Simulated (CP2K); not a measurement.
Consider 2-carboxyimidazole at its PBE geometry (Å).

```xyz
12

O     2.2823   -0.5740    0.9694
C     1.7229   -0.0532    0.0063
O     2.3865    0.4787   -1.0514
C     0.2694    0.0580   -0.1224
N    -0.4522    0.5582   -1.1254
C    -1.7561    0.4002   -0.7373
C    -1.8303   -0.1999    0.5134
N    -0.5313   -0.4080    0.8890
H     3.3359    0.3379   -0.8550
H    -2.5780    0.7215   -1.3691
H    -2.6672   -0.4835    1.1403
H    -0.1820   -0.8358    1.7422
```

Method: CP2K XAS_TDP, all-electron GAPW, PBEh(45%), aug-cc-pVDZ, TDA, GW2X-corrected core level, no relativity.

Where do the C K-edge lines lie, and how strong are they?

Leading lines: C2 289.89 eV, C4 287.93 eV, C6 288.37 eV and C7 287.94 eV. The leading line of an atom is its first one with 35 % of the strongest within 2.5 eV of its lowest line over the strength cut. Core ionisation energies at this level: C4 293.47, C6 292.62, C2 296.79 and C7 293.11 eV.

The first six lines of each atom with a strength over 0.0015:

| atom | energy (eV) | states | strength, one atom | above the computed threshold |
| --- | --- | --- | --- | --- |
| C2 (bonded to C and 2 O) | 289.89 | 1 | 0.0664 |  |
|  | 294.83 | 1 | 0.0029 |  |
|  | 295.47 | 1 | 0.0035 |  |
|  | 295.48 | 1 | 0.0133 |  |
|  | 296.35 | 1 | 0.0027 |  |
|  | 296.66 | 1 | 0.0017 |  |
| C4 (bonded to C and 2 N) | 287.93 | 1 | 0.0315 |  |
|  | 291.55 | 1 | 0.0282 |  |
|  | 291.69 | 1 | 0.0023 |  |
|  | 292.20 | 1 | 0.0057 |  |
|  | 292.35 | 1 | 0.0022 |  |
|  | 292.70 | 1 | 0.0015 |  |
| C6 (bonded to C, N and H) | 288.37 | 1 | 0.0546 |  |
|  | 290.75 | 1 | 0.0080 |  |
|  | 291.38 | 1 | 0.0030 |  |
|  | 292.19 | 1 | 0.0019 |  |
|  | 292.28 | 1 | 0.0030 |  |
|  | 293.42 | 1 | 0.0033 | yes |
| C7 (bonded to C, N and H) | 287.94 | 1 | 0.0479 |  |
|  | 290.63 | 1 | 0.0066 |  |
|  | 290.75 | 1 | 0.0122 |  |
|  | 291.77 | 1 | 0.0027 |  |
|  | 292.19 | 1 | 0.0023 |  |
|  | 292.48 | 1 | 0.0036 |  |

Lines are vertical, at one geometry, with no vibrational structure. GW2X ionisation energies and lines can be off by 1 to 2 eV either way, and a good line position may hide errors that cancel. These values hold no scalar relativity, about 0.1 eV for C 1s. Rydberg lines, and the discretised continuum above threshold, depend on the basis and the box.

[Banner, clock and machine lines of the logs are left out without a mark of their own.]

[Logs are printed without paths, hosts, clocks, repeated set-up lines and the standing remarks that a program may print on its own settings, such as how far it seeks lower states.]

[Hosts, paths, dates, database ids (printed as entryN), source tags and the programs' standing remarks are cut or masked in the printed files.]
